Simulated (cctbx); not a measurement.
# Diagnosing a refinement

Cell a = 5.2420 Å, b = 5.2420 Å, c = 26.1450 Å, α = 90.00°, β = 90.00°, γ = 120.00°; space group P-6m2 (no. 187).

Simulated single-crystal data (cctbx): Ga Kα, λ = 1.3414 Å, to d = 0.8 Å, 50 % of the full sphere, strongest reflection 40000 counts, noise from counting, a 2 % proportional error and a noise floor of 8 counts (s.d.); no absorption.

An anisotropic refinement with weights 1/σ² prints:

```text
Rint 0.027, 587 unique reflections to 0.80 A
cycle     R1     wR2    GooF  max shift (A)
   1  0.0538  0.0958   2.226   0.00740
   2  0.0267  0.0486   1.130   0.00032
final R1 0.0267 wR2 0.0486 GooF 1.130  parameters 57  data/parameter 10.3
atom        x        y        z      Ueq    occ   su(xyz)  su(Uiso or U11)
Zr1    0.66667  0.33333  0.41801   0.0097  1.000  0.00005  0.0004
Zr2    0.00000  0.00000  0.33514   0.0103  1.000  0.00006  0.0005
Ni1    0.16438  0.32876  0.08565   0.0160  1.000  0.00044  0.0004
Ni2    0.16184  0.32367  0.41621   0.0198  1.000  0.00054  0.0007
Ni3    0.17163  0.34325  0.75025   0.0214  1.000  0.00044  0.0006
Ni4    0.02763  0.51381  0.33436   0.0103  1.000  0.00034  0.0006
Ni5    0.00333  0.50166  0.00000   0.0172  1.000  0.00060  0.0010
Ni6    0.32619  0.16309  0.16688   0.0177  1.000  0.00032  0.0007
Ni7    0.32925  0.16462  0.50000   0.0118  1.000  0.00040  0.0008
Mn1    0.66667  0.33333  0.75059   0.0207  1.000  0.00011  0.0010
Ti1    0.66667  0.33333  0.08217   0.0223  1.000  0.00015  0.0008
Sc1    0.00000  0.00000  0.00000   0.0133  1.000  0.00000  0.0018
Sc2    0.33333  0.66667  0.16551   0.0144  1.000  0.00012  0.0008
Sc3    0.33333  0.66667  0.50000   0.0120  1.000  0.00000  0.0011
difference map: max 0.94 min -1.33 rms 0.18
Q1    0.0000  0.0000  0.1036    2    0.94  1.56 A from Ni1
Q2    0.6667  0.3333  0.1033    2    0.86  0.55 A from Ti1
Q3    0.6667  0.3333  0.3088    2    0.84  1.55 A from Mn1
Q4    0.3333  0.6667  0.1036    2    0.82  1.60 A from Ni1
Q5    0.6667  0.3333  0.4728    2    0.78  1.43 A from Zr1
Q6    0.0000  0.0000  0.3127    2    0.73  0.59 A from Zr2
```

Q: Accept it or mend it, and why?

Mend it. The fault: wrong element: Mn1 is Ti. Against the right model at the same level, R1 goes from 0.0222 to 0.0267 and GooF from 0.92 to 1.13 and U of Mn1 swells from 0.0139 to 0.0207 Å². Mn1 has 3 electrons too many and its U swells to shed them, as expected. The signs are weak, and the output alone doesn't single this fault out.

The compound is ZrScTiNi9. The right model at the same level gives:

```text
Rint 0.027, 587 unique reflections to 0.80 A
cycle     R1     wR2    GooF  max shift (A)
   1  0.0457  0.0827   1.923   0.01148
   2  0.0222  0.0396   0.921   0.00026
final R1 0.0222 wR2 0.0396 GooF 0.921  parameters 57  data/parameter 10.3
atom        x        y        z      Ueq    occ   su(xyz)  su(Uiso or U11)
Zr1    0.66667  0.33333  0.41808   0.0100  1.000  0.00004  0.0004
Zr2    0.00000  0.00000  0.33520   0.0105  1.000  0.00005  0.0004
Ni1    0.16456  0.32912  0.08551   0.0159  1.000  0.00036  0.0003
Ni2    0.16222  0.32445  0.41629   0.0203  1.000  0.00046  0.0006
Ni3    0.17182  0.34364  0.75027   0.0212  1.000  0.00039  0.0005
Ni4    0.02730  0.51365  0.33437   0.0101  1.000  0.00027  0.0005
Ni5    0.00463  0.50232  0.00000   0.0176  1.000  0.00048  0.0009
Ni6    0.32618  0.16309  0.16686   0.0179  1.000  0.00026  0.0005
Ni7    0.32898  0.16449  0.50000   0.0119  1.000  0.00032  0.0006
Ti1    0.66667  0.33333  0.75060   0.0139  1.000  0.00009  0.0008
Ti2    0.66667  0.33333  0.08196   0.0228  1.000  0.00011  0.0007
Sc1    0.00000  0.00000  0.00000   0.0147  1.000  0.00000  0.0015
Sc2    0.33333  0.66667  0.16556   0.0146  1.000  0.00010  0.0006
Sc3    0.33333  0.66667  0.50000   0.0116  1.000  0.00000  0.0009
Flack x: -0.010(6)
Hooft y: -0.012(8)  Bijvoet pairs: 243
difference map: max 0.96 min -0.80 rms 0.15
Q1    0.6667  0.3333  0.1017    2    0.97  0.52 A from Ti2
Q2    0.0000  0.0000  0.1036    2    0.92  1.57 A from Ni1
Q3    0.6667  0.3333  0.3086    2    0.88  1.55 A from Ti1
Q4    0.3333  0.6667  0.2609    2    0.74  1.50 A from Ni3
Q5    0.3333  0.6667  0.1023    2    0.68  1.59 A from Ni1
Q6    0.0000  0.0000  0.2248    2    0.65  1.69 A from Ni3
```

Isotropic U is held between 0.0001 and 1 Å² by the program, and listed peak heights are interpolated, so they can pass the grid's maximum.

The model was made for the exercise: a known structure type with other elements put in, its volume estimated, not relaxed; displacement parameters are assumed.

[Middle refinement cycles are left out of these outputs.]

[Logs are printed without paths, hosts, clocks, repeated set-up lines and the standing remarks that a program may print on its own settings, such as how far it seeks lower states.]
